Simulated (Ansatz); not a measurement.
# Squeezing and shearing random rock-salt alloy of HfC and HfN (512 atoms)

Aim: relax random rock-salt alloy of HfC and HfN (512 atoms), then change its volume and shape to read moduli from the stress.

Method: Kohn-Sham DFT, PBE, PAW (set soft_2), plane waves, in Ansatz 0.2.0.

### Step 1. The structure

The cell holds 512 atoms: 256 Hf, 224 N and 32 C. Cell: a = 18.158 Å, b = 18.158 Å, c = 18.158 Å, α = 90.0°, β = 90.0°, γ = 90.0°. It derives from HfC and HfN (rock-salt), repeated 4×4×4. Rock-salt HfC, 4 x 4 x 4 conventional cells, 224 of 256 C sites given to N at random (x = 0.875), lattice by Vegard's rule (a = 4.539 Å); not relaxed, displaced by a Gaussian of 0.02 Å.

What the set-up can't give: The Brillouin zone is sampled at Γ only. Spin–orbit coupling is left out, which matters for the levels of the heavy elements.

### Step 2. Single point at the start

A single point comes first, to see the forces before anything moves.

Contents of input.yaml:

```yaml
crystal:
  lattice:
    - [18.1576, 0.0, 0.0]
    - [0.0, 18.1576, 0.0]
    - [0.0, 0.0, 18.1576]
  atoms:
    - { symbol: Hf, position: [0.99961, 0.99974, 0.99988] }
    - { symbol: "N", position: [0.12428, 0.00152, 0.99909] }
    - { symbol: Hf, position: [0.99898, 0.1246, 0.1243] }
    - { symbol: "N", position: [0.12384, 0.12537, 0.12373] }
    - { symbol: Hf, position: [0.12486, 0.00059, 0.1239] }
    - { symbol: "N", position: [0.99984, 0.00028, 0.12749] }
    - { symbol: Hf, position: [0.1242, 0.12473, 0.00043] }
    - { symbol: "N", position: [4.0e-05, 0.12539, 0.00089] }
    - { symbol: Hf, position: [0.00073, 0.00116, 0.24939] }
    - { symbol: "N", position: [0.12631, 0.99984, 0.25048] }
    - { symbol: Hf, position: [7.0e-05, 0.12549, 0.37305] }
    - { symbol: "N", position: [0.12198, 0.12401, 0.37434] }
    - { symbol: Hf, position: [0.127, 0.00017, 0.37402] }
    - { symbol: "N", position: [0.00073, 0.0002, 0.37459] }
    - { symbol: Hf, position: [0.12558, 0.12416, 0.24961] }
    - { symbol: "N", position: [0.00072, 0.12453, 0.2493] }
    - { symbol: Hf, position: [0.99988, 0.99764, 0.50197] }
    - { symbol: "N", position: [0.12581, 0.00068, 0.50151] }
    - { symbol: Hf, position: [0.0005, 0.12489, 0.62387] }
    - { symbol: C, position: [0.12281, 0.12627, 0.62312] }
    - { symbol: Hf, position: [0.12503, 0.99811, 0.62429] }
    - { symbol: "N", position: [0.00159, 0.99845, 0.62479] }
    - { symbol: Hf, position: [0.12555, 0.12642, 0.50211] }
    - { symbol: "N", position: [0.99841, 0.12373, 0.5006] }
    - { symbol: Hf, position: [0.00057, 0.99971, 0.75154] }
    - { symbol: "N", position: [0.12526, 0.99992, 0.75057] }
    - { symbol: Hf, position: [0.99919, 0.12372, 0.87539] }
    - { symbol: "N", position: [0.12365, 0.1259, 0.8755] }
    - { symbol: Hf, position: [0.12343, 0.99934, 0.87673] }
    - { symbol: "N", position: [0.00095, 0.99966, 0.87438] }
    - { symbol: Hf, position: [0.12435, 0.12654, 0.75019] }
    - { symbol: "N", position: [0.9976, 0.12577, 0.75178] }
    [... 474 atom lines left out ...]
    - { symbol: Hf, position: [0.74942, 0.87446, 0.87388] }
    - { symbol: C, position: [0.87502, 0.87438, 0.87432] }
    - { symbol: Hf, position: [0.8745, 0.74995, 0.87265] }
    - { symbol: "N", position: [0.75059, 0.74957, 0.87691] }
    - { symbol: Hf, position: [0.87498, 0.87558, 0.7484] }
    - { symbol: "N", position: [0.74882, 0.87713, 0.74994] }
kpoints:
  mp_grid: { grid: [1, 1, 1] }
hamiltonian:
  xc: pbe
scf:
  occupations: { method: gaussian, width: 0.025 }
output:
  forces: true
```

Run with:

```console
$ ansatz run input.yaml --threads 32 --pin off --max-ram 92160MiB --backend cuda --events-out ev --progress --plain --runs-dir out --max-vram 78GiB
```

Standard output:

```text
[...]
Pseudopotentials: kind: paw
Pseudopotential: Hf, paw, valence charge 26, recommended cutoff 420 eV (normal), Hf.paw.azcp
Pseudopotential: N, paw, valence charge 5, recommended cutoff 420 eV (normal), N.paw.azcp
Pseudopotential: C, paw, valence charge 4, recommended cutoff 420 eV (normal), C.paw.azcp
[... 5 lines on functional and potentials left out ...]
device memory: the entry about to start is reckoned to put 51.2 GiB on a device that reports 182.5 GiB free (of which the cap on the GPU budget leaves the run 78.0 GiB)
GPU FFT provider: cuFFT
GPU libraries: cuBLAS 13.8.1, cuFFT 12.4.0, cuSOLVER 12.3.2
GPU matrix products: emulated (plane waves: as basis.precision tells), large ones in fixed point in workspaces of 1.00 GiB
Crystal: 512 atoms, lattice volume = 5986.532 Å³
Basis set: ecut = 420 eV, 116921 PW (Γ), exchange–correlation on 250×250×250 points (8 copies of the dense FFT grid, shifted against one another)
Bands: 4618, of which v1, the nominal top of the filled ones, is band 3952 counted from 1 (3951 counted from 0)
Symmetry: 1 space group operations
Space group: P1 (ITA 1), of the structure as read, at distance tolerance 1.8e-4 Å
k-points: 1
[... 7 lines on functional and potentials left out ...]
Initial density: superposition of atomic densities (neutral atoms: chi_scale 0, normalization atom), corrected by the library's trained network
Initial wavefunctions: pseudopotential atomic-orbital guess
GPU buffer pool allocated for 1953125 grid points (all kernels)
GPU transforms: local potential and band sums: pruned to the plane-wave sphere, on 125×125×125
[...]
SCF iter   1: F=—  HF=-4119526.355597 eV  |F-HF|=—  |Δ(HF+E_count)|=         —  Δρ=6.87e-3  dr2=4.80e0  ethr=1.77e-3  ⟨swp⟩=4.0  Hψ=12800  notcnv=0  defer=453
preconditioner: auto → Kerker (q_TF=auto, 2.858 Å⁻¹)  [metal: Δε(μ)=0.009 eV  Ē_g=17.590 eV  σ=0.025 eV  W_gap=0.20  n_scr=2372 (ndim 8)  ℏωp=41.3 eV  f_vac=0.000  D(μ)=236.52/eV (n_scr^D=1934)]
[...]
SCF iter  10: F=—  HF=-4119525.341549 eV  |F-HF|=—  |Δ(HF+E_count)|=   1.00e-6  Δρ=3.45e-6  dr2=1.60e-6  ethr=1.09e-10  ⟨swp⟩=2.0  Hψ=7921  notcnv=0  defer=652
SCF iter  11: F=-4119525.341549 eV  HF=-4119525.341549 eV  |F-HF|=4.28e-7  |Δ(HF+E_count)|=   2.33e-9  Δρ=1.46e-6  dr2=4.61e-7  ethr=1.27e-11  ⟨swp⟩=8.0  Hψ=16582  notcnv=0
SCF 1 converged in 11 iterations: F = -4119525.341549 eV  dr2 = 4.61e-7
[...]
SCF converged after 11 iterations
Free energy (F): -4119525.341549 eV
Harris-Foulkes:  -4119525.341549 eV  (|F-HF|=4.28e-7)
Internal energy: -4119525.261761 eV  (E = F + TS)
E sigma→0 (E₀):  -4119525.301655 eV
Entropy (-TS):   -0.079788 eV (-0.156 meV/atom)
Fermi energy:    23.088648 eV
--- Per-component energies (eV) ---
[...]
Σ components = -4119525.341549   (vs F -4119525.341549, Δ=0.00e0)
--- Forces (eV/Å), atoms counted from 1 ---
[... 512 lines of forces left out ...]
  max |Σ_I F_I| component: 1.14e-4 eV/Å
```

It took 13 s on 1 × NVIDIA GB200 with 32 threads of Arm Neoverse V2, shared host; peak memory 2.1 GiB; 24 s of CPU time.

That memory is the host's; the program planned 51.2 GiB on the GPU.

The r.m.s. force at the start is 0.34 eV/Å.

### Step 3. Cell and atoms relaxed

The cell is relaxed with the atoms, since the starting lattice needn't suit this functional.

Contents of input.yaml:

```yaml
crystal:
  lattice:
    - [18.1576, 0.0, 0.0]
    - [0.0, 18.1576, 0.0]
    - [0.0, 0.0, 18.1576]
  atoms:
    [... the 512 atom lines of step 2 ...]
kpoints:
  mp_grid: { grid: [1, 1, 1] }
hamiltonian:
  xc: pbe
scf:
  occupations: { method: gaussian, width: 0.025 }
output:
  forces: true
relax:
  f_tol: 0.05
  max_steps: 150
  cell: {}
```

Standard output:

```text
[...]
Crystal: 512 atoms, lattice volume = 5986.532 Å³
Basis set: ecut = 420 eV, 116921 PW (Γ), exchange–correlation on 250×250×250 points (8 copies of the dense FFT grid, shifted against one another)
Bands: 4743, of which v1, the nominal top of the filled ones, is band 3952 counted from 1 (3951 counted from 0)
Symmetry: 1 space group operations
[...]
k-points: 1
[...]
SCF iter   1: F=—  HF=-4119526.352297 eV  |F-HF|=—  |Δ(HF+E_count)|=         —  Δρ=6.86e-3  dr2=4.79e0  ethr=1.77e-3  ⟨swp⟩=4.0  Hψ=12911  notcnv=0  defer=476
[...]
SCF iter   2: F=—  HF=-4119525.462072 eV  |F-HF|=—  |Δ(HF+E_count)|=   8.90e-1  Δρ=2.14e-3  dr2=9.23e-1  ethr=6.06e-5  ⟨swp⟩=2.0  Hψ=8193  notcnv=0  defer=777
[...]
SCF iter  13: F=-4119525.341549 eV  HF=-4119525.341549 eV  |F-HF|=3.40e-8  |Δ(HF+E_count)|=   1.21e-8  Δρ=5.17e-7  dr2=3.96e-8  ethr=1.27e-12  ⟨swp⟩=8.0  Hψ=15807  notcnv=0
SCF 1 converged in 13 iterations: F = -4119525.341549 eV  dr2 = 3.96e-8
[...]
relax step   1: F+E_penalty+E_count = -4119525.34154893 eV  Δ(F+E_penalty+E_count) = +0.000e0 eV  max|allowed force component| = 1.435e0 eV/Å  Δτ_max = 0.0000 Å  P = +4.221 GPa  Ω = 5986.532 Å³  (13 SCF iters, dr2 threshold 1.00e-7 eV, accepted)
[... from here on, the SCF cycles and remarks between the steps are left out ...]
relax step   2: F+E_penalty+E_count = -4119529.39906051 eV  Δ(F+E_penalty+E_count) = -4.058e0 eV  max|allowed force component| = 8.194e-1 eV/Å  Δτ_max = 0.1352 Å  P = -2.367 GPa  Ω = 6132.575 Å³  energy of the carried Pulay correction = -4.123e-1 eV  (9 SCF iters, dr2 threshold 5.12e-5 eV, accepted)
relax step   4: F+E_penalty+E_count = -4119531.84004939 eV  Δ(F+E_penalty+E_count) = +8.910e-2 eV  max|allowed force component| = 3.813e-1 eV/Å  Δτ_max = 0.0275 Å  P = +0.315 GPa  Ω = 6070.030 Å³  energy of the carried Pulay correction = -2.369e-1 eV  (7 SCF iters, dr2 threshold 1.62e-6 eV, rejected (line search))
relax step   6: F+E_penalty+E_count = -4119531.97374108 eV  Δ(F+E_penalty+E_count) = +9.469e-3 eV  max|allowed force component| = 1.533e-1 eV/Å  Δτ_max = 0.0171 Å  P = +0.050 GPa  Ω = 6075.162 Å³  energy of the carried Pulay correction = -2.514e-1 eV  (9 SCF iters, dr2 threshold 2.78e-7 eV, rejected (line search))
relax step   8: F+E_penalty+E_count = -4119532.00693502 eV  Δ(F+E_penalty+E_count) = +1.007e-3 eV  max|allowed force component| = 4.384e-2 eV/Å  Δτ_max = 0.0075 Å  P = -0.009 GPa  Ω = 6076.488 Å³  energy of the carried Pulay correction = -2.551e-1 eV  (9 SCF iters, dr2 threshold 8.60e-9 eV, accepted)
relax step   9: F+E_penalty+E_count = -4119532.30354247 eV  Δ(F+E_penalty+E_count) = -2.966e-1 eV  max|allowed force component| = 4.385e-2 eV/Å  Δτ_max = 0.0000 Å  P = +0.045 GPa  Ω = 6076.488 Å³  stress off target by 6.78e-2 GPa  SCF on the basis re-selected at this cell (its energy is not comparable with the rows above)  (7 SCF iters)
relax step  10: F+E_penalty+E_count = -4119532.30016992 eV  Δ(F+E_penalty+E_count) = +3.373e-3 eV  max|allowed force component| = 1.179e-2 eV/Å  Δτ_max = 0.0049 Å  P = -0.039 GPa  Ω = 6078.428 Å³  energy of the carried Pulay correction = -5.303e-3 eV  (9 SCF iters, accepted)
relax step  11: F+E_penalty+E_count = -4119532.31389875 eV  Δ(F+E_penalty+E_count) = -1.373e-2 eV  max|allowed force component| = 1.173e-2 eV/Å  Δτ_max = 0.0000 Å  P = -0.039 GPa  Ω = 6078.428 Å³  stress off target by 4.35e-2 GPa  SCF on the basis re-selected at this cell (its energy is not comparable with the rows above)  (6 SCF iters)
[...]
SCF converged after 6 iterations
Free energy (F): -4119532.313899 eV
[...]
Internal energy: -4119532.299584 eV  (E = F + TS)
E sigma→0 (E₀):  -4119532.306741 eV
Entropy (-TS):   -0.014315 eV (-0.028 meV/atom)
Fermi energy:    22.751059 eV
[...]
--- Forces (eV/Å), atoms counted from 1 ---
[... 512 lines of forces left out ...]
  max |Σ_I F_I| component: 2.65e-5 eV/Å
--- Stress (GPa, compression-positive) ---
       -0.038062       0.005670      -0.000357
        0.005670      -0.034528       0.000943
       -0.000357       0.000943      -0.042934
  P = ⅓ Tr σ = -0.0385 GPa (-0.385 kbar)
--- Band table (eV) ---
[... left out ...]
--- Relaxed structure (9 steps of the walk, 7 accepted, 2 SCFs on fresh bases) ---
  F+E_penalty+E_count = -4119532.31389875 eV   max|allowed force component| = 1.173e-2 eV/Å   (the final SCF, on the basis selected at the relaxed cell)
  cell:  # Å, volume = 6078.4279 Å³
    - [18.246752, -0.00111463, 0.00564276]
    - [-0.00111463, 18.250615, 0.000270791]
    - [0.00564276, 0.000270791, 18.252747]
  atoms:
[... 512 atom lines left out ...]
```

Run time: 2.5 min. Hardware: 1 × NVIDIA GB200 with 32 threads; peak memory 2.2 GiB.

The program notes that the band table was not solved further than the SCF left it.

The relaxation converged after 9 steps, with a largest force component of 0.012 eV/Å.

### Step 4. Single point at the relaxed geometry

The electronic structure is read at the final geometry, in a run of its own.

Contents of input.yaml:

```yaml
crystal:
  lattice:
    - [18.24675, -0.00111, 0.00564]
    - [-0.00111, 18.25062, 0.00027]
    - [0.00564, 0.00027, 18.25275]
  atoms:
    - { symbol: Hf, position: [0.0005, 0.00016, 0.99998] }
    - { symbol: "N", position: [0.12521, 0.00034, 0.00024] }
    - { symbol: Hf, position: [0.99995, 0.12485, 0.12551] }
    - { symbol: "N", position: [0.12526, 0.1244, 0.12467] }
    - { symbol: Hf, position: [0.1252, 0.99929, 0.12493] }
    - { symbol: "N", position: [4.0e-05, 0.9998, 0.12501] }
    [... 500 atom lines left out ...]
    - { symbol: Hf, position: [0.7515, 0.87533, 0.87491] }
    - { symbol: C, position: [0.87506, 0.87531, 0.87507] }
    - { symbol: Hf, position: [0.8757, 0.75204, 0.87462] }
    - { symbol: "N", position: [0.74995, 0.74957, 0.87653] }
    - { symbol: Hf, position: [0.87516, 0.87531, 0.75164] }
    - { symbol: "N", position: [0.75013, 0.87566, 0.7504] }
kpoints:
  mp_grid: { grid: [1, 1, 1] }
hamiltonian:
  xc: pbe
scf:
  occupations: { method: gaussian, width: 0.025 }
output:
  forces: true
  stress: true
  populations: intrinsic
  dos:
    method: { smearing: { sigma: 0.08 } }
    de: 0.1
    projected: { site_lists: { C: [C], Hf: [Hf], "N": ["N"] } }
  eigenvalues: true
  write_density: true
  write_potential: true
  volumetric_format: npy
```

Standard output:

```text
[...]
GPU FFT provider: cuFFT
GPU libraries: cuBLAS 13.8.1, cuFFT 12.4.0, cuSOLVER 12.3.2
[...]
Crystal: 512 atoms, lattice volume = 6078.430 Å³
Basis set: ecut = 420 eV, 118883 PW (Γ), exchange–correlation on 250×250×250 points (8 copies of the dense FFT grid, shifted against one another)
Bands: 4743, of which v1, the nominal top of the filled ones, is band 3952 counted from 1 (3951 counted from 0)
Symmetry: 1 space group operations
[...]
k-points: 1
[...]
GPU buffer pool allocated for 1953125 grid points (all kernels)
[...]
SCF iter   1: F=—  HF=-4119533.459931 eV  |F-HF|=—  |Δ(HF+E_count)|=         —  Δρ=7.01e-3  dr2=5.85e0  ethr=1.77e-3  ⟨swp⟩=4.0  Hψ=13327  notcnv=0  defer=353
[...]
SCF iter  10: F=-4119532.313858 eV  HF=-4119532.313858 eV  |F-HF|=2.79e-9  |Δ(HF+E_count)|=   3.33e-7  Δρ=1.04e-6  dr2=2.68e-8  ethr=1.27e-12  ⟨swp⟩=38.0  Hψ=86254  notcnv=0
SCF 1 converged in 10 iterations: F = -4119532.313858 eV  dr2 = 2.68e-8
[...]
SCF converged after 10 iterations
Free energy (F): -4119532.313858 eV
[...]
Internal energy: -4119532.299586 eV  (E = F + TS)
E sigma→0 (E₀):  -4119532.306722 eV
Entropy (-TS):   -0.014272 eV (-0.028 meV/atom)
Fermi energy:    22.751032 eV
[...]
--- Forces (eV/Å), atoms counted from 1 ---
[... 512 lines of forces left out ...]
  max |Σ_I F_I| component: 1.16e-5 eV/Å
--- Stress (GPa, compression-positive) ---
       -0.037959       0.005507      -0.000279
        0.005507      -0.034676       0.001048
       -0.000279       0.001048      -0.042918
  P = ⅓ Tr σ = -0.0385 GPa (-0.385 kbar)
--- Band table (eV) ---
[... left out ...]
--- intrinsic populations: 512 sites ---
  site symbol       q [e]
[... 512 lines, one an atom, left out ...]
  spilling = -0.000000 (of n_electrons = 7904.000000)
```

Run time: 29 s. Hardware: 1 × NVIDIA GB200 with 32 threads; peak memory 7.1 GiB.

That memory is the host's; the program planned 54.3 GiB on the GPU.

The run gave:

```
free energy                             : -4119532.3139 eV
free energy per atom                    : -8045.9616 eV/atom
SCF cycles                              : 10
pressure                                : -0.03852 GPa
r.m.s. force component                  : 0.00212 eV/Å
longest force                           : 0.01315 eV/Å
Fermi energy                            : 22.75 eV
levels partly filled by over 2 per cent : 3
```

### Step 5. Volume -3 %

The relaxed cell is scaled evenly and the atoms are relaxed again; the stress at the end gives one point of P(V).

input.yaml, the sections that differ from step 4:

```yaml
crystal:
  lattice:
    - [18.06243, -0.0011, 0.00558]
    - [-0.0011, 18.06626, 0.00027]
    - [0.00558, 0.00027, 18.06837]
  atoms:
    [... the 512 atom lines of step 4 ...]
output:
  forces: true
  eigenvalues: true
  stress: true
relax:
  f_tol: 0.05
  max_steps: 70
# kpoints, hamiltonian, scf: as in step 4
```

Standard output:

```text
Warning: output.stress: scf.convergence.dr2_threshold = 1e-7 eV (the SCF's general default) is looser than the 1.08e-8 eV advised for a printed stress (1e-10 eV for each atom of the cell: 512, of which 108 are counted). What an SCF threshold leaves in a stress goes as its square root, and in the free energy as the threshold itself, and one threshold admits the most on a small cell: [...]
[...]
GPU FFT provider: cuFFT
GPU libraries: cuBLAS 13.8.1, cuFFT 12.4.0, cuSOLVER 12.3.2
[...]
Crystal: 512 atoms, lattice volume = 5896.080 Å³
Basis set: ecut = 420 eV, 115313 PW (Γ), exchange–correlation on 250×250×250 points (8 copies of the dense FFT grid, shifted against one another)
Bands: 4743, of which v1, the nominal top of the filled ones, is band 3952 counted from 1 (3951 counted from 0)
Symmetry: 1 space group operations
[...]
k-points: 1
[...]
GPU buffer pool allocated for 1953125 grid points (all kernels)
[...]
SCF iter   1: F=—  HF=-4119528.682436 eV  |F-HF|=—  |Δ(HF+E_count)|=         —  Δρ=6.72e-3  dr2=5.05e0  ethr=1.77e-3  ⟨swp⟩=4.0  Hψ=13094  notcnv=0  defer=408
[...]
SCF iter   6: F=-4119527.672178 eV  HF=-4119527.672197 eV  |F-HF|=1.97e-5  |Δ(HF+E_count)|=   7.45e-9  Δρ=2.35e-5  dr2=3.45e-5  ethr=7.91e-10  ⟨swp⟩=17.0  Hψ=38430  notcnv=0
SCF 1 converged in 6 iterations: F = -4119527.672178 eV  dr2 = 3.45e-5
[...]
relax step   1: F+E_penalty+E_count = -4119527.67217764 eV  Δ(F+E_penalty+E_count) = +0.000e0 eV  max|allowed force component| = 1.010e-1 eV/Å  Δτ_max = 0.0000 Å  (6 SCF iters, dr2 threshold 6.25e-5 eV, accepted)
[...]
relax step   2: F+E_penalty+E_count = -4119527.68982438 eV  Δ(F+E_penalty+E_count) = -1.765e-2 eV  max|allowed force component| = 6.099e-2 eV/Å  Δτ_max = 0.0088 Å  (9 SCF iters, accepted)
[...]
relax step   3: F+E_penalty+E_count = -4119527.69580798 eV  Δ(F+E_penalty+E_count) = -5.984e-3 eV  max|allowed force component| = 1.420e-2 eV/Å  Δτ_max = 0.0042 Å  (7 SCF iters, accepted)
SCF converged after 7 iterations
Free energy (F): -4119527.695808 eV
[...]
Internal energy: -4119527.681004 eV  (E = F + TS)
E sigma→0 (E₀):  -4119527.688406 eV
Entropy (-TS):   -0.014804 eV (-0.029 meV/atom)
Fermi energy:    23.471509 eV
[...]
--- Forces (eV/Å), atoms counted from 1 ---
[... 512 lines of forces left out ...]
  max |Σ_I F_I| component: 2.96e-5 eV/Å
--- Stress (GPa, compression-positive) ---
        8.376192      -0.001090      -0.000827
       -0.001090       8.386026       0.000590
       -0.000827       0.000590       8.373058
  P = ⅓ Tr σ = 8.3784 GPa (83.784 kbar)
--- Band table (eV) ---
[... left out ...]
--- Relaxed structure (3 steps of the walk, 3 accepted, 0 SCFs on fresh bases) ---
[...]
atoms:
[... 512 atom lines left out ...]
```

It took 41 s on 1 × NVIDIA GB200 with 32 threads; peak memory 4.5 GiB; 86 s of CPU time.

That memory is the host's; the program planned 53 GiB on the GPU.

The program notes that the SCF threshold is loose for the stress.

The relaxation converged after 3 steps, 0.0236 eV below its start, with a largest force component of 0.014 eV/Å.

Volume -3 %: the energy stands 4.62 eV above that of the reference, at a pressure of 8.38 GPa.

### Step 6. Volume +3 %

The relaxed cell is scaled to another volume.

Input and log are left out; they have the form of those shown for this kind of step.

Run time: 65 s. Hardware: 1 × NVIDIA GB200 with 32 threads of Arm Neoverse V2, shared host; peak memory 4.8 GiB.

The relaxation converged after 3 steps, 0.0229 eV below its start, with a largest force component of 0.011 eV/Å.

Volume +3 %: the energy stands 4.25 eV above that of the reference, at a pressure of -7.22 GPa.

### Step 7. Volume -6 %

The relaxed cell is scaled to another volume.

Input and log are left out; they have the form of those shown for this kind of step.

The job ended after 35 s (1 × NVIDIA GB200 with 32 threads of Arm Neoverse V2, shared host; peak memory 4.4 GiB; 76 s of CPU time).

That memory is the host's; the program planned 51.3 GiB on the GPU.

The relaxation converged after 3 steps, 0.0903 eV below its start, with a largest force component of 0.025 eV/Å.

Volume -6 %: the energy stands 19.7 eV above that of the reference, at a pressure of 18.3 GPa.

### Step 8. Volume +6 %

The relaxed cell is scaled to another volume.

Input and log are left out; they have the form of those shown for this kind of step.

Wall time 52 s (1 × NVIDIA GB200 with 32 threads of Arm Neoverse V2, shared host); peak memory 4.5 GiB; 98 s of CPU time.

The relaxation converged after 3 steps, 0.0952 eV below its start, with a largest force component of 0.023 eV/Å.

Volume +6 %: the energy stands 16.0 eV above that of the reference, at a pressure of -13.4 GPa.

(Continued in part 2 of 2.)

[Long decimals in the printed logs are rounded to 6 places.]

[Logs are printed without paths, hosts, clocks, repeated set-up lines and the standing remarks that a program may print on its own settings, such as how far it seeks lower states.]

[Hosts, paths, dates, database ids (printed as entryN), source tags and the programs' standing remarks are cut or masked in the printed files.]
